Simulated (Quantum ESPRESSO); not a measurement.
# SiC(11-20), H on both faces: a series in the number of layers, part 9 of 12

What law, if any, do the results for SiC(11-20), H on both faces follow against the number of layers?

Quantum ESPRESSO 7.5; plane-wave DFT, PBE, GBRV ultrasoft pseudopotentials.

So far. Step 10 (Band structure, 3 layers): Along this path the valence top lies near Γ and the conduction bottom at Γ. Step 11 (Relaxing the ions, 4 layers): The relaxation lowers the energy by 4 meV an atom.

## Step 14: Relaxing the ions, 7 layers

System of this step: SiC(11-20), H on both faces, 7 layers. The cell holds 36 atoms: 8 H, 14 Si and 14 C. Its edges and angles: a = 5.354 Å, b = 5.073 Å, c = 27.682 Å, α = 90.0°, β = 90.0°, γ = 90.0°. It derives from SiC. Vacuum lies along c.

The input, m4.relax.in:

```
&control
  prefix = 'm4.relax'
  outdir = './out'
  pseudo_dir = './pseudo'
  nstep = 80
  forc_conv_thr = 0.0006
  calculation = 'relax'
/
&system
  ibrav = 0
  nat = 36
  ntyp = 3
  ecutwfc = 40
  ecutrho = 200
  occupations = 'smearing'
  smearing = 'fd'
  degauss = 0.002
/
&electrons
  conv_thr = 1e-08
  mixing_beta = 0.4
  electron_maxstep = 120
  mixing_mode = 'plain'
/
&ions
/
ATOMIC_SPECIES
  H   1.0080  h_pbe_v1.4.uspp.F.UPF
  Si  28.0850  si_pbe_v1.uspp.F.UPF
  C   12.0110  c_pbe_v1.2.uspp.F.UPF
CELL_PARAMETERS angstrom
  5.35374536700000 0.00000000000000 0.00000000000000
  0.00000000000000 5.07286068100000 0.00000000000000
  0.00000000000000 0.00000000000000 27.68164731008923
ATOMIC_POSITIONS crystal
  H   0.203925209200 0.902943906900 0.289129873760
  H   0.796074790800 0.402943906900 0.289129873760
  H   0.234736667300 0.448947499500 0.299452613196
  H   0.765263332700 0.948947499500 0.299452613196
  Si  0.333333333300 0.000000000000 0.332485379390
  Si  0.666666666700 0.500000000000 0.332485379390
  C   0.333333333300 0.375000000000 0.332485379390
  C   0.666666666700 0.875000000000 0.332485379390
  Si  0.833333333300 0.000000000000 0.388323586260
  Si  0.166666666700 0.500000000000 0.388323586260
  C   0.833333333300 0.375000000000 0.388323586260
  C   0.166666666700 0.875000000000 0.388323586260
  Si  0.333333333300 0.000000000000 0.444161793130
  Si  0.666666666700 0.500000000000 0.444161793130
  C   0.333333333300 0.375000000000 0.444161793130
  C   0.666666666700 0.875000000000 0.444161793130
  Si  0.833333333300 0.000000000000 0.500000000000
  Si  0.166666666700 0.500000000000 0.500000000000
  C   0.833333333300 0.375000000000 0.500000000000
  C   0.166666666700 0.875000000000 0.500000000000
  Si  0.333333333300 0.000000000000 0.555838206870
  Si  0.666666666700 0.500000000000 0.555838206870
  C   0.333333333300 0.375000000000 0.555838206870
  C   0.666666666700 0.875000000000 0.555838206870
  Si  0.833333333300 0.000000000000 0.611676413740
  Si  0.166666666700 0.500000000000 0.611676413740
  C   0.833333333300 0.375000000000 0.611676413740
  C   0.166666666700 0.875000000000 0.611676413740
  Si  0.333333333300 0.000000000000 0.667514620610
  Si  0.666666666700 0.500000000000 0.667514620610
  C   0.333333333300 0.375000000000 0.667514620610
  C   0.666666666700 0.875000000000 0.667514620610
  H   0.234736667300 0.448947499500 0.700547386804
  H   0.765263332700 0.948947499500 0.700547386804
  H   0.203925209200 0.902943906900 0.710870126240
  H   0.796074790800 0.402943906900 0.710870126240
K_POINTS automatic
  4 4 1 0 0 0
```

Launch:

```
$ OMP_NUM_THREADS=1 mpirun -n 4 pw.x -nk 1 -in m4.relax.in > m4.relax.out
```

The program printed:

```text
[banner, memory and clock lines left out]
Program PWSCF v.7.5 starts
[...]
Message from routine setup:
[...]
number of electrons       =       120.00
     number of Kohn-Sham states=           72
     kinetic-energy cutoff     =      40.0000  Ry
     charge density cutoff     =     200.0000  Ry
[...]
number of k points=     9  Fermi-Dirac smearing, width (Ry)=  0.0020
[...]
Dense  grid:   242433 G-vectors     FFT dimensions: (  45,  48, 240)
[...]
negative rho (up, down):  2.276E-03 0.000E+00
     Starting wfcs are  120 randomized atomic wfcs
[...]
negative rho (up, down):  1.958E-03 0.000E+00
[...]
estimated scf accuracy    <       6.58283880 Ry
[...]
negative rho (up, down):  2.228E-03 0.000E+00
[...]
estimated scf accuracy    <       0.36521572 Ry
[...]
negative rho (up, down):  2.513E-03 0.000E+00
[...]
estimated scf accuracy    <       0.10793282 Ry
[...]
negative rho (up, down):  2.776E-03 0.000E+00
[...]
estimated scf accuracy    <       0.04711913 Ry
[...]
negative rho (up, down):  2.870E-03 0.000E+00
[...]
estimated scf accuracy    <       0.00458603 Ry
[...]
negative rho (up, down):  2.917E-03 0.000E+00
[...]
estimated scf accuracy    <       0.00034859 Ry
[...]
negative rho (up, down):  2.946E-03 0.000E+00
[...]
estimated scf accuracy    <       0.00011217 Ry
[...]
negative rho (up, down):  2.963E-03 0.000E+00
[...]
estimated scf accuracy    <       0.00000249 Ry
[...]
negative rho (up, down):  2.973E-03 0.000E+00
[...]
estimated scf accuracy    <       0.00000304 Ry
[...]
negative rho (up, down):  2.978E-03 0.000E+00
[...]
estimated scf accuracy    <       0.00000018 Ry
[...]
negative rho (up, down):  2.982E-03 0.000E+00
[...]
estimated scf accuracy    <       0.00000006 Ry
[...]
negative rho (up, down):  2.987E-03 0.000E+00
[...]
the Fermi energy is     2.6740 ev
!    total energy              =    -304.96605562 Ry
     estimated scf accuracy    <          5.9E-09 Ry
     smearing contrib. (-TS)   =      -0.00000000 Ry
     internal energy E=F+TS    =    -304.96605562 Ry
[...]
one-electron contribution =   -5400.31386739 Ry
     hartree contribution      =    2738.67871735 Ry
     xc contribution           =    -118.83148161 Ry
     ewald contribution        =    2475.50057602 Ry
     convergence has been achieved in  12 iterations
     negative rho (up, down):  2.987E-03 0.000E+00
[...]
Total force =     0.082348     Total SCF correction =     0.000221
[...]
negative rho (up, down):  3.008E-03 0.000E+00
[...]
negative rho (up, down):  2.989E-03 0.000E+00
[...]
estimated scf accuracy    <       0.00083882 Ry
[...]
negative rho (up, down):  2.982E-03 0.000E+00
[...]
estimated scf accuracy    <       0.00024896 Ry
[...]
negative rho (up, down):  2.977E-03 0.000E+00
[...]
estimated scf accuracy    <       0.00007584 Ry
[...]
negative rho (up, down):  2.974E-03 0.000E+00
[...]
estimated scf accuracy    <       0.00001101 Ry
[...]
negative rho (up, down):  2.973E-03 0.000E+00
[...]
estimated scf accuracy    <       0.00000125 Ry
[...]
negative rho (up, down):  2.973E-03 0.000E+00
[...]
estimated scf accuracy    <       0.00000017 Ry
[...]
negative rho (up, down):  2.973E-03 0.000E+00
[...]
estimated scf accuracy    <       0.00000002 Ry
[...]
negative rho (up, down):  2.973E-03 0.000E+00
[...]
the Fermi energy is     1.3292 ev
!    total energy              =    -304.97017325 Ry
     estimated scf accuracy    <          2.3E-09 Ry
     smearing contrib. (-TS)   =      -0.00000000 Ry
     internal energy E=F+TS    =    -304.97017325 Ry
[...]
one-electron contribution =   -5401.85532250 Ry
     hartree contribution      =    2739.25757268 Ry
     xc contribution           =    -118.84373990 Ry
     ewald contribution        =    2476.47131646 Ry
     convergence has been achieved in   8 iterations
     negative rho (up, down):  2.973E-03 0.000E+00
[...]
Total force =     0.032517     Total SCF correction =     0.000099
[...]
negative rho (up, down):  2.979E-03 0.000E+00
[...]
negative rho (up, down):  2.971E-03 0.000E+00
[...]
estimated scf accuracy    <       0.00033583 Ry
[...]
negative rho (up, down):  2.967E-03 0.000E+00
[...]
estimated scf accuracy    <       0.00008222 Ry
[...]
negative rho (up, down):  2.966E-03 0.000E+00
[...]
estimated scf accuracy    <       0.00002564 Ry
[...]
negative rho (up, down):  2.965E-03 0.000E+00
[...]
estimated scf accuracy    <       0.00000313 Ry
[...]
negative rho (up, down):  2.965E-03 0.000E+00
[...]
estimated scf accuracy    <       0.00000044 Ry
[...]
negative rho (up, down):  2.966E-03 0.000E+00
[...]
estimated scf accuracy    <       0.00000007 Ry
[...]
negative rho (up, down):  2.966E-03 0.000E+00
[...]
estimated scf accuracy    <       0.00000002 Ry
[...]
negative rho (up, down):  2.966E-03 0.000E+00
[...]
the Fermi energy is     1.3334 ev
!    total energy              =    -304.97130329 Ry
     estimated scf accuracy    <          9.6E-10 Ry
     smearing contrib. (-TS)   =      -0.00000000 Ry
     internal energy E=F+TS    =    -304.97130329 Ry
[...]
one-electron contribution =   -5403.53041784 Ry
     hartree contribution      =    2740.10011871 Ry
     xc contribution           =    -118.85151832 Ry
     ewald contribution        =    2477.31051416 Ry
     convergence has been achieved in   8 iterations
     negative rho (up, down):  2.966E-03 0.000E+00
[...]
Total force =     0.022808     Total SCF correction =     0.000041
[...]
negative rho (up, down):  2.975E-03 0.000E+00
[...]
negative rho (up, down):  2.967E-03 0.000E+00
[...]
estimated scf accuracy    <       0.00042579 Ry
[...]
negative rho (up, down):  2.963E-03 0.000E+00
[...]
estimated scf accuracy    <       0.00004364 Ry
[...]
negative rho (up, down):  2.962E-03 0.000E+00
[...]
estimated scf accuracy    <       0.00001231 Ry
[...]
negative rho (up, down):  2.961E-03 0.000E+00
[...]
estimated scf accuracy    <       0.00000453 Ry
[...]
negative rho (up, down):  2.961E-03 0.000E+00
[...]
estimated scf accuracy    <       0.00000042 Ry
[...]
negative rho (up, down):  2.961E-03 0.000E+00
[...]
estimated scf accuracy    <       0.00000007 Ry
[...]
negative rho (up, down):  2.961E-03 0.000E+00
[...]
estimated scf accuracy    <       0.00000001 Ry
[...]
negative rho (up, down):  2.961E-03 0.000E+00
[...]
estimated scf accuracy    <          1.5E-09 Ry
[...]
negative rho (up, down):  2.961E-03 0.000E+00
[...]
the Fermi energy is     1.3396 ev
!    total energy              =    -304.97213509 Ry
     estimated scf accuracy    <          1.8E-10 Ry
     smearing contrib. (-TS)   =      -0.00000000 Ry
     internal energy E=F+TS    =    -304.97213509 Ry
[...]
one-electron contribution =   -5405.09620673 Ry
     hartree contribution      =    2740.90124198 Ry
     xc contribution           =    -118.87131179 Ry
     ewald contribution        =    2478.09414145 Ry
     convergence has been achieved in   9 iterations
     negative rho (up, down):  2.961E-03 0.000E+00
[...]
Total force =     0.020132     Total SCF correction =     0.000025
[...]
negative rho (up, down):  2.969E-03 0.000E+00
[...]
negative rho (up, down):  2.963E-03 0.000E+00
[...]
estimated scf accuracy    <       0.00039980 Ry
[...]
negative rho (up, down):  2.960E-03 0.000E+00
[...]
estimated scf accuracy    <       0.00004312 Ry
[...]
negative rho (up, down):  2.959E-03 0.000E+00
[...]
estimated scf accuracy    <       0.00000993 Ry
[...]
negative rho (up, down):  2.959E-03 0.000E+00
[...]
estimated scf accuracy    <       0.00000208 Ry
[...]
negative rho (up, down):  2.959E-03 0.000E+00
[...]
estimated scf accuracy    <       0.00000047 Ry
[...]
negative rho (up, down):  2.959E-03 0.000E+00
[...]
estimated scf accuracy    <       0.00000006 Ry
[...]
negative rho (up, down):  2.959E-03 0.000E+00
[...]
estimated scf accuracy    <          7.7E-09 Ry
[...]
negative rho (up, down):  2.959E-03 0.000E+00
[...]
estimated scf accuracy    <          1.1E-09 Ry
[...]
negative rho (up, down):  2.959E-03 0.000E+00
[...]
the Fermi energy is     1.3460 ev
!    total energy              =    -304.97270093 Ry
     estimated scf accuracy    <          7.3E-11 Ry
     smearing contrib. (-TS)   =      -0.00000000 Ry
     internal energy E=F+TS    =    -304.97270093 Ry
[...]
one-electron contribution =   -5407.21503835 Ry
     hartree contribution      =    2741.99015474 Ry
     xc contribution           =    -118.89036104 Ry
     ewald contribution        =    2479.14254372 Ry
     convergence has been achieved in   9 iterations
     negative rho (up, down):  2.959E-03 0.000E+00
[...]
Total force =     0.015798     Total SCF correction =     0.000009
[...]
negative rho (up, down):  2.961E-03 0.000E+00
[...]
negative rho (up, down):  2.959E-03 0.000E+00
[...]
estimated scf accuracy    <       0.00014995 Ry
[...]
negative rho (up, down):  2.958E-03 0.000E+00
[...]
estimated scf accuracy    <       0.00002714 Ry
[...]
negative rho (up, down):  2.958E-03 0.000E+00
[...]
estimated scf accuracy    <       0.00000712 Ry
[...]
negative rho (up, down):  2.958E-03 0.000E+00
[...]
estimated scf accuracy    <       0.00000215 Ry
[...]
negative rho (up, down):  2.958E-03 0.000E+00
[...]
estimated scf accuracy    <       0.00000017 Ry
[...]
negative rho (up, down):  2.959E-03 0.000E+00
[...]
estimated scf accuracy    <       0.00000003 Ry
[...]
negative rho (up, down):  2.959E-03 0.000E+00
[...]
estimated scf accuracy    <          2.2E-09 Ry
[...]
negative rho (up, down):  2.959E-03 0.000E+00
[...]
negative rho (up, down):  2.954E-03 0.000E+00
[...]
negative rho (up, down):  2.954E-03 0.000E+00
[...]
estimated scf accuracy    <       0.00012512 Ry
[...]
negative rho (up, down):  2.954E-03 0.000E+00
[...]
estimated scf accuracy    <       0.00002638 Ry
[...]
negative rho (up, down):  2.955E-03 0.000E+00
[...]
estimated scf accuracy    <       0.00000272 Ry
[...]
negative rho (up, down):  2.955E-03 0.000E+00
[...]
estimated scf accuracy    <       0.00000095 Ry
[...]
negative rho (up, down):  2.955E-03 0.000E+00
[...]
estimated scf accuracy    <       0.00000010 Ry
[...]
negative rho (up, down):  2.956E-03 0.000E+00
[...]
estimated scf accuracy    <       0.00000001 Ry
[...]
negative rho (up, down):  2.956E-03 0.000E+00
[...]
estimated scf accuracy    <          1.5E-09 Ry
[...]
negative rho (up, down):  2.956E-03 0.000E+00
[...]
estimated scf accuracy    <          4.8E-10 Ry
[...]
negative rho (up, down):  2.956E-03 0.000E+00
[...]
the Fermi energy is     1.3461 ev
!    total energy              =    -304.97350675 Ry
     estimated scf accuracy    <          3.8E-11 Ry
     smearing contrib. (-TS)   =      -0.00000000 Ry
     internal energy E=F+TS    =    -304.97350675 Ry
[...]
one-electron contribution =   -5416.03806233 Ry
     hartree contribution      =    2746.39631834 Ry
     xc contribution           =    -118.92501918 Ry
     ewald contribution        =    2483.59325640 Ry
     convergence has been achieved in   9 iterations
     negative rho (up, down):  2.956E-03 0.000E+00
[...]
Total force =     0.010923     Total SCF correction =     0.000013
[...]
negative rho (up, down):  2.953E-03 0.000E+00
[...]
negative rho (up, down):  2.952E-03 0.000E+00
[...]
estimated scf accuracy    <       0.00010670 Ry
[...]
negative rho (up, down):  2.952E-03 0.000E+00
[...]
estimated scf accuracy    <       0.00002190 Ry
[...]
negative rho (up, down):  2.953E-03 0.000E+00
[...]
estimated scf accuracy    <       0.00000592 Ry
[...]
negative rho (up, down):  2.953E-03 0.000E+00
[...]
estimated scf accuracy    <       0.00000087 Ry
[...]
negative rho (up, down):  2.954E-03 0.000E+00
[...]
estimated scf accuracy    <       0.00000011 Ry
[...]
negative rho (up, down):  2.954E-03
```

Run time: 25 min. Hardware: 4 MPI ranks of Arm Neoverse V1, shared host; peak memory 1.6 GiB; 1.7 h of CPU time.

The steps of the relaxation:

```
step  energy less that of the first step (eV)  largest force (eV/Å)
   1                                   0.0000                0.7236
   2                                  -0.0560                0.2675
   3                                  -0.0714                0.1838
   4                                  -0.0827                0.1491
   5                                  -0.0904                0.1177
   6                                  -0.0948                0.0896
   7                                  -0.0982                0.0725
   8                                  -0.1014                0.0771
   9                                  -0.1036                0.0541
  10                                  -0.1047                0.0389
  11                                  -0.1053                0.0317
  12                                  -0.1056                0.0224
  13                                  -0.1058                0.0135
```

The atoms that moved most (Å):

| atom | dx | dy | dz | length |
| --- | --- | --- | --- | --- |
| H36 | -0.003 | 0.048 | 0.034 | 0.059 |
| H35 | 0.003 | 0.048 | 0.034 | 0.059 |
| H2 | -0.003 | 0.048 | -0.034 | 0.059 |
| H1 | 0.003 | 0.048 | -0.034 | 0.059 |
| H4 | -0.030 | -0.029 | 0.039 | 0.057 |
| H3 | 0.030 | -0.029 | 0.039 | 0.057 |
| H34 | -0.030 | -0.029 | -0.039 | 0.057 |
| H33 | 0.030 | -0.029 | -0.039 | 0.057 |

Final coordinates:

```cif
data_structure
_symmetry_space_group_name_H-M 'P 1'
_symmetry_Int_Tables_number 1
_cell_length_a 5.3537
_cell_length_b 5.0729
_cell_length_c 27.6816
_cell_angle_alpha 90.000
_cell_angle_beta 90.000
_cell_angle_gamma 90.000
_cell_volume 751.80
loop_
_atom_site_label
_atom_site_type_symbol
_atom_site_fract_x
_atom_site_fract_y
_atom_site_fract_z
_atom_site_occupancy
H1 H 0.20451 0.91240 0.28790 1
H2 H 0.79549 0.41240 0.28790 1
H3 H 0.24033 0.44332 0.30087 1
H4 H 0.75967 0.94332 0.30087 1
Si5 Si 0.33491 0.00164 0.33311 1
Si6 Si 0.66509 0.50164 0.33311 1
C7 C 0.33690 0.37235 0.33370 1
C8 C 0.66310 0.87235 0.33370 1
Si9 Si 0.83432 0.99952 0.38843 1
Si10 Si 0.16568 0.49952 0.38843 1
C11 C 0.83359 0.37431 0.38829 1
C12 C 0.16641 0.87431 0.38829 1
Si13 Si 0.33339 0.99901 0.44418 1
Si14 Si 0.66661 0.49901 0.44418 1
C15 C 0.33326 0.37493 0.44415 1
C16 C 0.66674 0.87493 0.44415 1
Si17 Si 0.83314 0.99897 0.50000 1
Si18 Si 0.16686 0.49897 0.50000 1
C19 C 0.83344 0.37487 0.50000 1
C20 C 0.16656 0.87487 0.50000 1
Si21 Si 0.33339 0.99901 0.55582 1
Si22 Si 0.66661 0.49901 0.55582 1
C23 C 0.33326 0.37493 0.55585 1
C24 C 0.66674 0.87493 0.55585 1
Si25 Si 0.83432 0.99952 0.61157 1
Si26 Si 0.16568 0.49952 0.61157 1
C27 C 0.83359 0.37431 0.61171 1
C28 C 0.16641 0.87431 0.61171 1
Si29 Si 0.33491 0.00164 0.66689 1
Si30 Si 0.66509 0.50164 0.66689 1
C31 C 0.33690 0.37235 0.66630 1
C32 C 0.66310 0.87235 0.66630 1
H33 H 0.24033 0.44332 0.69913 1
H34 H 0.75967 0.94332 0.69913 1
H35 H 0.20451 0.91240 0.71210 1
H36 H 0.79549 0.41240 0.71210 1
```

The relaxation lowers the energy by 3 meV an atom.

Read from the output:

```
free energy  : -4149.3804 eV
Fermi energy : 2.620 eV
```

(Continued in part 10 of 12.)

[Logs are printed without paths, hosts, clocks, repeated set-up lines and the standing remarks that a program may print on its own settings, such as how far it seeks lower states.]

[Hosts, paths, dates, database ids (printed as entryN), source tags and the programs' standing remarks are cut or masked in the printed files.]

[Maps of the electrostatic potential energy from Ansatz leave out the sawtooth potential of an applied field or a dipole correction, so their vacuum need not be flat; planar profiles and work functions include it.]
